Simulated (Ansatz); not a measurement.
**CuS (Fm-3m): phonons and vibrational spectra**

Task: relax CuS (Fm-3m), then find its harmonic phonons.

Program: Ansatz 0.2.0. Level of theory: DFT PBEsol, scalar-relativistic, plane waves, norm-conserving pseudopotentials. Results are calculated unless marked as measured.

### Step 1. The structure

Symmetry: Fm-3m, No. 225, cubic system. The conventional cell has a = 4.880 Å, b = 4.880 Å, c = 4.880 Å, α = 90.00°, β = 90.00°, γ = 90.00°. Cu has 6 S at 2.44 Å nearest. S has 6 Cu at 2.44 Å nearest. Farther neighbours and most contacts between anions are not listed.

### Step 2. Bringing the structure to rest

The cell and atoms are relaxed, since residual forces and stress would shift the frequencies.

input.yaml

```yaml
crystal:
  lattice:
    - [0.0, 2.439903, 2.439903]
    - [2.439903, 0.0, 2.439903]
    - [2.439903, 2.439903, 0.0]
  atoms:
    - { symbol: Cu, position: [0.0, 0.0, 0.0] }
    - { symbol: S, position: [0.5, 0.5, 0.5] }
kpoints:
  mp_grid: { grid: [14, 14, 14] }
hamiltonian:
  xc: pbesol
  pseudopotentials: { kind: nc }
scf:
  occupations: { method: gaussian, width: 0.1 }
output:
  forces: true
  stress: true
  eigenvalues: true
  write_density: true
  write_potential: true
  elf: true
  volumetric_format: npy
relax:
  adjacent_minimum: "off"
  f_tol: 0.005
  max_steps: 80
  cell: { stress_tol: 0.05 }
```

Launch:

```sh
$ ansatz run input.yaml --threads 4 --pin off --max-ram 7168MiB --backend cpu --events-out ev --progress --plain --runs-dir out
```

Numbers of over 12 decimals in the logs are rounded to 6 here.

What it wrote:

```text
Engine: ansatz 0.2.0, aarch64-unknown-linux-gnu
Pseudopotentials: kind: nc
Pseudopotential: Cu, nc, valence charge 19, recommended cutoff 1251.723767 eV (normal), Cu.nc.azcp (PseudoDojo's, or run here from an input of PseudoDojo's: the run reads no file of this project's for it)
Pseudopotential: S, nc, valence charge 6, recommended cutoff 707.496042 eV (normal), S.nc.azcp (PseudoDojo's, or run here from an input of PseudoDojo's: the run reads no file of this project's for it)
Functional definition: PBEsol
  exchange = pbesol_x
  correlation = pbesol_c
Crystal: 2 atoms, lattice volume = 29.050 Å³
Basis set: ecut = 1251.723767 eV, 2891 PW (Γ), exchange–correlation on 80×80×80 points (8 copies of the dense FFT grid, shifted against one another)
Bands: 17, of which v1, the nominal top of the filled ones, is band 13 counted from 1 (12 counted from 0)
Symmetry: 48 space group operations
Space group: Fm-3m (ITA 225), of the structure as read, at distance tolerance 3.1e-5 Å
k-points: 104 of 2744
Non-local potential: Cu, projectors of the file, l = 0: 2, l = 1: 2, l = 2: 2
Non-local potential: S, projectors of the file, l = 0: 2, l = 1: 2, l = 2: 2
Initial density: superposition of atomic densities (chi_scale 0.1, normalization cell, long waves kept (reshape's long-wave potential 0.00 eV rms))
Initial wavefunctions: pseudopotential atomic-orbital guess
Functional: x = pbesol(κ = 0.804, μ = 0.123457), c = pbesol(β = 0.046)
SCF iter   1: F=—  HF=-5455.746137 eV  |F-HF|=—  |Δ(HF+E_count)|=         —  Δρ=8.03e-2  dr2=1.31e0  ethr=3.10e-3  ⟨swp⟩=6.0  Hψ=10077  notcnv=0
preconditioner: auto → Kerker (q_TF=auto, 2.661 Å⁻¹)  [metal: Δε(μ)=0.027 eV  Ē_g=10.477 eV  σ=0.100 eV  W_gap=0.15  n_scr=14 (ndim 8)  ℏωp=28.4 eV  f_vac=0.000  D(μ)=1.17/eV (n_scr^D=14)]
SCF iter   2: F=—  HF=-5455.513824 eV  |F-HF|=—  |Δ(HF+E_count)|=   2.32e-1  Δρ=3.69e-2  dr2=1.14e-1  ethr=3.10e-3  ⟨swp⟩=2.5  Hψ=3558  notcnv=0  defer=23
SCF iter   3: F=—  HF=-5455.491334 eV  |F-HF|=—  |Δ(HF+E_count)|=   2.25e-2  Δρ=1.54e-2  dr2=2.51e-2  ethr=4.57e-4  ⟨swp⟩=2.5  Hψ=3713  notcnv=0  defer=23
SCF iter   4: F=—  HF=-5455.485931 eV  |F-HF|=—  |Δ(HF+E_count)|=   5.40e-3  Δρ=3.37e-3  dr2=1.60e-3  ethr=1.00e-4  ⟨swp⟩=1.1  Hψ=1879  notcnv=0  defer=23
SCF iter   5: F=—  HF=-5455.485636 eV  |F-HF|=—  |Δ(HF+E_count)|=   2.95e-4  Δρ=3.84e-4  dr2=2.39e-5  ethr=6.41e-6  ⟨swp⟩=1.2  Hψ=1961  notcnv=0  defer=23
SCF iter   6: F=—  HF=-5455.485639 eV  |F-HF|=—  |Δ(HF+E_count)|=   2.40e-6  Δρ=4.08e-5  dr2=2.54e-7  ethr=9.56e-8  ⟨swp⟩=2.9  Hψ=3170  notcnv=0  defer=23
SCF iter   7: F=-5455.485639 eV  HF=-5455.485639 eV  |F-HF|=3.90e-10  |Δ(HF+E_count)|=   1.13e-7  Δρ=8.30e-6  dr2=1.88e-8  ethr=4.00e-10  ⟨swp⟩=11.1  Hψ=12657  notcnv=0
SCF 1 converged in 7 iterations: F = -5455.485639 eV  dr2 = 1.88e-8
relax step   1: F+E_penalty+E_count = -5455.48563871 eV  Δ(F+E_penalty+E_count) = +0.000e0 eV  max|allowed force component| = 5.719e-30 eV/Å  Δτ_max = 0.0000 Å  P = -5.426 GPa  Ω = 29.050 Å³  (7 SCF iters, dr2 threshold 1.00e-7 eV, accepted)
Crystal: 2 atoms, lattice volume = 28.211 Å³
Basis set: ecut = 1251.723767 eV, 2741 PW (Γ), exchange–correlation on 80×80×80 points (8 copies of the dense FFT grid, shifted against one another)
Initial density: handed on by an earlier stage of this run
Initial wavefunctions: those handed on with the density
iter 1 solved again at ethr=1.51e-5 eV; its pass at ethr=3.10e-3 eV (dr2=3.79e-3 eV) is discarded
SCF iter   1: F=—  HF=-5455.507053 eV  |F-HF|=—  |Δ(HF+E_count)|=         —  Δρ=4.03e-3  dr2=4.32e-3  ethr=1.51e-5  ⟨swp⟩=1.0  Hψ=11300  notcnv=0
preconditioner: auto → Kerker (q_TF=auto, 2.674 Å⁻¹)  [metal: Δε(μ)=0.014 eV  Ē_g=11.090 eV  σ=0.100 eV  W_gap=0.08  n_scr=14 (ndim 8)  ℏωp=28.8 eV  f_vac=0.000  D(μ)=1.41/eV (n_scr^D=14)]
SCF iter   2: F=—  HF=-5455.506272 eV  |F-HF|=—  |Δ(HF+E_count)|=   7.81e-4  Δρ=1.79e-3  dr2=2.62e-4  ethr=1.51e-5  ⟨swp⟩=2.1  Hψ=2229  notcnv=0
SCF iter   3: F=—  HF=-5455.506222 eV  |F-HF|=—  |Δ(HF+E_count)|=   5.05e-5  Δρ=6.46e-4  dr2=5.78e-5  ethr=1.05e-6  ⟨swp⟩=2.4  Hψ=2682  notcnv=0
SCF iter   4: F=—  HF=-5455.506213 eV  |F-HF|=—  |Δ(HF+E_count)|=   8.49e-6  Δρ=1.60e-4  dr2=4.20e-6  ethr=2.31e-7  ⟨swp⟩=2.2  Hψ=2934  notcnv=0
SCF iter   5: F=-5455.506214 eV  HF=-5455.506214 eV  |F-HF|=2.65e-8  |Δ(HF+E_count)|=   6.05e-7  Δρ=3.34e-5  dr2=1.50e-7  ethr=8.00e-10  ⟨swp⟩=8.2  Hψ=12671  notcnv=0
SCF 2 converged in 5 iterations: F = -5455.506214 eV  dr2 = 1.50e-7
relax step   2: F+E_penalty+E_count = -5455.50621388 eV  Δ(F+E_penalty+E_count) = -2.058e-2 eV  max|allowed force component| = 1.709e-30 eV/Å  Δτ_max = 0.0000 Å  P = -2.299 GPa  Ω = 28.211 Å³  energy of the carried Pulay correction = +1.069e-4 eV  (5 SCF iters, dr2 threshold 2.00e-7 eV, accepted)
Crystal: 2 atoms, lattice volume = 27.624 Å³
Basis set: ecut = 1251.723767 eV, 2733 PW (Γ), exchange–correlation on 80×80×80 points (8 copies of the dense FFT grid, shifted against one another)
iter 1 solved again at ethr=8.42e-6 eV; its pass at ethr=3.10e-3 eV (dr2=2.11e-3 eV) is discarded
SCF iter   1: F=—  HF=-5455.510644 eV  |F-HF|=—  |Δ(HF+E_count)|=         —  Δρ=2.98e-3  dr2=2.34e-3  ethr=8.42e-6  ⟨swp⟩=1.0  Hψ=11189  notcnv=0
preconditioner: auto → Kerker (q_TF=auto, 2.683 Å⁻¹)  [metal: Δε(μ)=0.025 eV  Ē_g=11.236 eV  σ=0.100 eV  W_gap=0.14  n_scr=14 (ndim 8)  ℏωp=29.1 eV  f_vac=0.000  D(μ)=1.36/eV (n_scr^D=14)]
SCF iter   2: F=—  HF=-5455.510219 eV  |F-HF|=—  |Δ(HF+E_count)|=   4.25e-4  Δρ=1.34e-3  dr2=1.43e-4  ethr=8.42e-6  ⟨swp⟩=2.1  Hψ=2224  notcnv=0
SCF iter   3: F=—  HF=-5455.510192 eV  |F-HF|=—  |Δ(HF+E_count)|=   2.69e-5  Δρ=4.89e-4  dr2=3.40e-5  ethr=5.73e-7  ⟨swp⟩=2.6  Hψ=2866  notcnv=0
SCF iter   4: F=—  HF=-5455.510187 eV  |F-HF|=—  |Δ(HF+E_count)|=   4.37e-6  Δρ=1.40e-4  dr2=3.11e-6  ethr=1.36e-7  ⟨swp⟩=1.9  Hψ=2503  notcnv=0
SCF iter   5: F=-5455.510188 eV  HF=-5455.510188 eV  |F-HF|=3.50e-9  |Δ(HF+E_count)|=   2.47e-7  Δρ=2.37e-5  dr2=8.22e-8  ethr=8.00e-10  ⟨swp⟩=7.9  Hψ=12683  notcnv=0
SCF 3 converged in 5 iterations: F = -5455.510188 eV  dr2 = 8.22e-8
relax step   3: F+E_penalty+E_count = -5455.51018774 eV  Δ(F+E_penalty+E_count) = -3.974e-3 eV  max|allowed force component| = 4.618e-30 eV/Å  Δτ_max = 0.0000 Å  P = +0.221 GPa  Ω = 27.624 Å³  energy of the carried Pulay correction = +1.834e-4 eV  (5 SCF iters, dr2 threshold 2.00e-7 eV, accepted)
[...]
relax step   4: F+E_penalty+E_count = -5455.51021480 eV  Δ(F+E_penalty+E_count) = -2.705e-5 eV  max|allowed force component| = 5.654e-30 eV/Å  Δτ_max = 0.0000 Å  P = +0.002 GPa  Ω = 27.672 Å³  energy of the carried Pulay correction = +1.771e-4 eV  (4 SCF iters, dr2 threshold 1.22e-7 eV, accepted)
Initial wavefunctions: pseudopotential atomic-orbital guess (no wavefunctions were taken with the density)
iter 1 solved again at ethr=2.79e-7 eV; its pass at ethr=3.10e-3 eV (dr2=6.97e-5 eV) is discarded
SCF iter   1: F=—  HF=-5455.510134 eV  |F-HF|=—  |Δ(HF+E_count)|=         —  Δρ=6.28e-5  dr2=6.10e-8  ethr=2.79e-7  ⟨swp⟩=3.2  Hψ=14987  notcnv=0
eigensolver tolerance schedule: the retry pair's looser diagonalisation over-reported the residual by 1141.44 of it (diagonalisation noise at 0.11 of the residual, at the tolerance the schedule requests for it); recorded, not acted on — ethr = c·dr2/N_el stays at c = 1.0e-1
preconditioner: auto → Kerker (q_TF=auto, 2.683 Å⁻¹)  [metal: Δε(μ)=0.020 eV  Ē_g=11.243 eV  σ=0.100 eV  W_gap=0.11  n_scr=14 (ndim 8)  ℏωp=29.1 eV  f_vac=0.000  D(μ)=1.35/eV (n_scr^D=14)]
SCF iter   2: F=—  HF=-5455.510135 eV  |F-HF|=—  |Δ(HF+E_count)|=   6.54e-7  Δρ=3.13e-5  dr2=1.57e-8  ethr=2.44e-10  ⟨swp⟩=2.3  Hψ=3087  notcnv=0
SCF iter   3: F=—  HF=-5455.510135 eV  |F-HF|=—  |Δ(HF+E_count)|=  7.37e-11  Δρ=6.88e-6  dr2=6.89e-9  ethr=6.30e-11  ⟨swp⟩=2.0  Hψ=2939  notcnv=0
SCF iter   4: F=—  HF=-5455.510135 eV  |F-HF|=—  |Δ(HF+E_count)|=   1.37e-9  Δρ=1.81e-6  dr2=2.46e-10  ethr=2.76e-11  ⟨swp⟩=2.3  Hψ=2301  notcnv=0
SCF iter   5: F=—  HF=-5455.510135 eV  |F-HF|=—  |Δ(HF+E_count)|=  8.00e-11  Δρ=1.90e-6  dr2=4.22e-10  ethr=1.00e-12  ⟨swp⟩=2.0  Hψ=3066  notcnv=0
SCF iter   6: F=-5455.510135 eV  HF=-5455.510135 eV  |F-HF|=9.09e-12  |Δ(HF+E_count)|=  1.04e-10  Δρ=3.61e-7  dr2=1.11e-11  ethr=1.00e-12  ⟨swp⟩=4.8  Hψ=8871  notcnv=0
SCF 5 converged in 6 iterations: F = -5455.510135 eV  dr2 = 1.11e-11
relax step   5: F+E_penalty+E_count = -5455.51013499 eV  Δ(F+E_penalty+E_count) = +7.980e-5 eV  max|allowed force component| = 4.569e-30 eV/Å  Δτ_max = 0.0000 Å  P = -0.015 GPa  Ω = 27.672 Å³  stress off target by 1.51e-2 GPa  SCF on the basis re-selected at this cell (its energy is not comparable with the rows above)  (6 SCF iters)
basis re-selected at this cell: Δ(F+E_penalty+E_count) = +7.980e-5 eV, ΔP = -0.017 GPa vs the last step (what re-selecting the basis moved, of the pressure what is left beyond the Pulay correction that the steps carried, after the strain that the cell walked since its last selection, with what the two solves' SCF thresholds leave and, on support functions, any second-order correction that the steps lacked; it is no m [...]
SCF converged after 6 iterations
Free energy (F): -5455.510135 eV
Harris-Foulkes:  -5455.510135 eV  (|F-HF|=9.09e-12)
Internal energy: -5455.503369 eV  (E = F + TS)
E sigma→0 (E₀):  -5455.506752 eV
Entropy (-TS):   -0.006766 eV (-3.383 meV/atom)
Fermi energy:    12.533449 eV
--- Per-component energies (eV) ---
  E_band       = -406.709121
  E_kinetic    = 2475.421870
  E_local      = -5210.940679  (includes V_loc(G=0)·N_el)
  E_nonlocal   = -870.553773
  E_hartree    = 1967.749506
  E_xc         = -715.182213
  E_vxc        = -736.135800  (∫ρ·V_xc dr)
  E_ewald      = -3101.998080
  E_smearing   = -0.006766  (= −TS)
  E_closure    = -0.000000  (closes the sum)
  Σ components = -5455.510135   (vs F -5455.510135, Δ=0.00e0)
--- Forces (eV/Å), atoms counted from 1 ---
  atom   1  Cu    -0.00000000     0.00000000     0.00000000
  atom   2  S      0.00000000    -0.00000000     0.00000000
  max |Σ_I F_I| component: 6.25e-30 eV/Å
--- Stress (GPa, compression-positive) ---
       -0.015133      -0.000000      -0.000000
       -0.000000      -0.015133      -0.000000
       -0.000000      -0.000000      -0.015133
  P = ⅓ Tr σ = -0.0151 GPa (-0.151 kbar)
--- Band table (eV; the first three rows and the last of 104) ---
  k-point 0: bands = [... 9 lower, 9.4555, 11.6630, 11.6630, 11.6630, 16.5860, 22.1055, 22.1055, 22.1055]
  k-point 1: bands = [... 9 lower, 9.4711, 11.3053, 11.8025, 11.8025, 16.9744, 21.6709, 22.1331, 22.1331]
  k-point 2: bands = [... 9 lower, 9.5344, 10.6772, 12.1404, 12.1404, 17.7181, 21.0410, 21.9558, 21.9558]
  k-point 103: bands = [... 9 lower, 10.1431, 10.1705, 10.3179, 10.4709, 17.3471, 20.5779, 21.0250, 22.0372]
--- Relaxed structure (4 steps of the walk, 4 accepted, 1 SCFs on fresh bases) ---
  F+E_penalty+E_count = -5455.51013499 eV   max|allowed force component| = 4.569e-30 eV/Å   (the final SCF, on the basis selected at the relaxed cell)
  cell:  # Å, volume = 27.6721 Å³
    - [0, 2.400696, 2.400696]
    - [2.400696, 0, 2.400696]
    - [2.400696, 2.400696, 0]
  atoms:
    - { symbol: Cu, position: [0, 0, 0] }
    - { symbol: S, position: [0.5, 0.5, 0.5] }
```

Run time: 32 s. Hardware: 4 threads of Arm Neoverse N1, shared host; peak memory 0.5 GiB.

Relaxation path:

```tsv
step	energy less that of the first step (eV)	largest force component (eV/Å)	pressure (GPa)	volume (Å³)
1	0.0000	0.0000	-5.43	29.05
2	-0.0206	0.0000	-2.30	28.21
3	-0.0245	0.0000	0.22	27.62
4	-0.0246	0.0000	0.00	27.67
5*	-0.0245	0.0000	-0.02	27.67
```

Relaxation steps marked * repeat the geometry before them on a plane-wave basis chosen anew for their cell, so energy and pressure can jump there.

The run keeps the 48 symmetry operations that it works with, so distortions that break them were not tested.

```tsv
conventional cell, symmetrised	before	after	change
a (Å)	4.880	4.801	-1.6 %
b (Å)	4.880	4.801	-1.6 %
c (Å)	4.880	4.801	-1.6 %
volume (Å³/atom)	14.53	13.84	-4.7 %
```

The relaxed structure:

```cif
data_structure
_symmetry_space_group_name_H-M 'P 1'
_symmetry_Int_Tables_number 1
_cell_length_a 3.3951
_cell_length_b 3.3951
_cell_length_c 3.3951
_cell_angle_alpha 60.000
_cell_angle_beta 60.000
_cell_angle_gamma 60.000
_cell_volume 27.67
loop_
_atom_site_label
_atom_site_type_symbol
_atom_site_fract_x
_atom_site_fract_y
_atom_site_fract_z
_atom_site_occupancy
Cu1 Cu 0.00000 0.00000 0.00000 1
S2 S 0.50000 0.50000 0.50000 1
```

Numbers from this step:

| Quantity | Value |
| --- | --- |
| pressure | -0.01513 GPa |
| volume per atom | 13.84 Å³ |
| gap on the k-mesh | 0 eV |

Valence density in the ac plane of the conventional cell at fractional y = 0.000, with atoms of Cu and S within 0.2 Å of it. It is the smooth field of the valence electrons, not physical close to the nuclei.

Ten steps, logarithmic in the rise over the least value, from '_' (0 e/Å³) to '@' (25 e/Å³), each cell a mean:
```
@@%%--..::--::..--::....**@@
**==..__..::------::..__::**
::..______..::::....______..
....________......______....
--::..____..----::____..::::
----::....==%%%%**::....----
__----..::**@@@@%%--..::--..
..--::....**@@@@%%--..::--::
----::..__::****==..__..::--
::....______..::..______..::
....______........________..
--::____..::::--::..____..--
%%**::....--------::....==%%
@@%%--..::--..__----..::**@@
```
Columns run along a (4.8 Å), rows up along c (4.8 Å), edges of the conventional cell, whose origin can differ from the input's. Atoms in or near the plane, at fractional coordinates: Cu at (0.00, 0.00), Cu at (0.50, 0.50), S at (0.50, 0.00), S at (0.00, 0.50).

Electrostatic potential energy in the ac plane of the conventional cell at fractional y = 0.000, with atoms of Cu and S within 0.2 Å of it. With pseudopotentials it is smooth inside the atoms' cores, unlike the true potential.

Values in eV, 14 rows by 14 columns, each cell a mean:
```
-111  -50   -1   10    5  -24  -78  -94  -49   -4   10    6  -19  -91
 -27   -7    7   12   10   -2  -24  -31  -12    6   12   11    1  -19
   5    9   13   14   14   10    5    4    8   13   15   14   11    6
   9   11   14   15   14   12   10    9   11   14   15   15   12   10
  -8    1   10   14   13    7   -1   -4    4   11   14   13    6   -4
 -61  -29    1   11    9   -7  -50  -69  -24    4   11    8  -12  -49
-111  -61   -8    9    5  -27 -111 -120  -69   -4    9    4  -31  -94
 -94  -49   -4   10    6  -19  -91 -111  -50   -1   10    5  -24  -78
 -31  -12    6   12   11    1  -19  -27   -7    7   12   10   -2  -24
   4    8   13   15   14   11    6    5    9   13   14   14   10    5
   9   11   14   15   15   12   10    9   11   14   15   14   12   10
  -4    4   11   14   13    6   -4   -8    1   10   14   13    7   -1
 -69  -24    4   11    8  -12  -49  -61  -29    1   11    9   -7  -50
-120  -69   -4    9    4  -31  -94 -111  -61   -8    9    5  -27 -111
```
Columns run along a (4.8 Å; values clipped at the 3rd and 97th percentile), rows up along c (4.8 Å), edges of the conventional cell, whose origin can differ from the input's. Atoms in or near the plane, at fractional coordinates: Cu at (0.00, 0.00), Cu at (0.50, 0.50), S at (0.50, 0.00), S at (0.00, 0.50).

ELF in the ac plane of the conventional cell at fractional y = 0.000, with atoms of Cu and S within 0.2 Å of it. It is the smooth field of the valence electrons, not physical close to the nuclei.

Ten even steps from '_' (0.06) to '@' (0.81), each cell a mean:
```
####::--%%@@--..##@@**..==##
++--..::##@@@@%%@@%%==..::==
........==##%%@@%%++::......
**++--....::------::..::==**
@@@@##--....::::....::++%%@@
++%%@@++..--####++..--%%@@##
__++@@**..++##==##::--@@%%..
..##@@**..==######::--%%@@--
%%@@%%==..::==++--..::##@@@@
@@%%++::..............==##%%
----::..::==****++--....::--
::....::++%%@@@@@@##--....::
##++..--%%@@##++%%@@++..--##
==##::--@@%%..__++@@**..++##
```
Columns run along a (4.8 Å), rows up along c (4.8 Å), edges of the conventional cell, whose origin can differ from the input's. Atoms in or near the plane, at fractional coordinates: Cu at (0.00, 0.00), Cu at (0.50, 0.50), S at (0.50, 0.00), S at (0.00, 0.50).

In this step the volume went from 14.53 to 13.84 Å³/atom.

### Step 3. Relaxing to small forces for the phonons

Phonons need a cell at rest on their own settings, so the relaxation is repeated with tight tolerances on forces and stress, using the mesh and the filling of the phonon run that follows.

input.yaml

```yaml
crystal:
  lattice:
    - [0.0, 2.4006959679, 2.4006959679]
    - [2.4006959679, 0.0, 2.4006959679]
    - [2.4006959679, 2.4006959679, 0.0]
  atoms:
    - { symbol: Cu, position: [0.0, 0.0, 0.0] }
    - { symbol: S, position: [0.5, 0.5, 0.5] }
kpoints:
  mp_grid: { grid: [16, 16, 16] }
hamiltonian:
  xc: pbesol
  pseudopotentials: { kind: nc }
scf:
  occupations: { method: methfessel_paxton, width: 0.15 }
output:
  forces: true
  stress: true
  eigenvalues: true
relax:
  adjacent_minimum: "off"
  f_tol: 0.001
  max_steps: 60
  cell: { stress_tol: 0.01 }
```

What it wrote:

```text
[...]
Crystal: 2 atoms, lattice volume = 27.672 Å³
Basis set: ecut = 1251.723767 eV, 2733 PW (Γ), exchange–correlation on 80×80×80 points (8 copies of the dense FFT grid, shifted against one another)
Bands: 17, of which v1, the nominal top of the filled ones, is band 13 counted from 1 (12 counted from 0)
Symmetry: 48 space group operations
[...]
k-points: 145 of 4096
[...]
k-point 144: bands = [... 9 lower, 10.1791, 10.1791, 10.3425, 10.4770, 17.7504, 20.5946, 21.2845, 21.2845]
--- Relaxed structure (3 steps of the walk, 3 accepted, 1 SCFs on fresh bases) ---
[...]
cell:  # Å, volume = 27.6576 Å³
    - [0, 2.400278, 2.400278]
    - [2.400278, 0, 2.400278]
    - [2.400278, 2.400278, 0]
  atoms:
    - { symbol: Cu, position: [0, 0, 0] }
    - { symbol: S, position: [0.5, 0.5, 0.5] }
[key lines of the parts left out:]
SCF converged after 7 iterations
Free energy (F): -5455.514981 eV
Fermi energy:    12.521049 eV
P = ⅓ Tr σ = -0.0000 GPa (-0.000 kbar)
```

The job ended after 27 s (4 threads; peak memory 0.54 GiB; 1.8 min of CPU time).

Little changed from the start: no atom moved by 0.005 Å and no cell edge by 0.1 %.

Numbers from this step:

```yaml
pressure: -3.55e-5 GPa
volume_per_atom: 13.83 Å³
```

The forces vanish by symmetry and the pressure is 0.000 GPa, within the tolerances set. The cell now holds 13.83 Å³/atom.

[end of part 1 of 2]

[Logs are printed without paths, hosts, clocks, repeated set-up lines and the standing remarks that a program may print on its own settings, such as how far it seeks lower states.]

[Hosts, paths, dates, database ids (printed as entryN), source tags and the programs' standing remarks are cut or masked in the printed files.]
